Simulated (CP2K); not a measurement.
Two runs for the S L₂,₃ edge of 2-carboxythiazole. Run A: CP2K XAS_TDP, all-electron GAPW, PBEh(45%), aug-cc-pVDZ, TDA, ZORA, spin–orbit coupling. Run B differs in one setting.

First lines with a strength over 0.0003. A:

| atom | energy (eV) | states | strength, one atom |
| --- | --- | --- | --- |
| S8 (bonded to 2 C) | 164.67 | 2 | 0.0018 |
|  | 164.73 | 2 | 0.0005 |
|  | 165.05 | 1 | 0.0018 |
|  | 165.76 | 2 | 0.0017 |
|  | 166.11 | 1 | 0.0038 |

B:

| atom | energy (eV) | states | strength, one atom |
| --- | --- | --- | --- |
| S8 (bonded to 2 C) | 167.62 | 2 | 0.0014 |
|  | 167.67 | 2 | 0.0008 |
|  | 167.99 | 1 | 0.0018 |
|  | 168.71 | 2 | 0.0017 |
|  | 169.04 | 1 | 0.0037 |

Question: Which was it: the functional, the basis, GW2X switched on?

GW2X switched on. GW2X shifts the lines nearly together; each 2p level gets its own shift. The lowest line over the strength cut lies at 167.62 eV, against 164.67 eV (PBEh(45%), aug-cc-pVDZ).

[Hosts, paths, dates, database ids (printed as entryN), source tags and the programs' standing remarks are cut or masked in the printed files.]
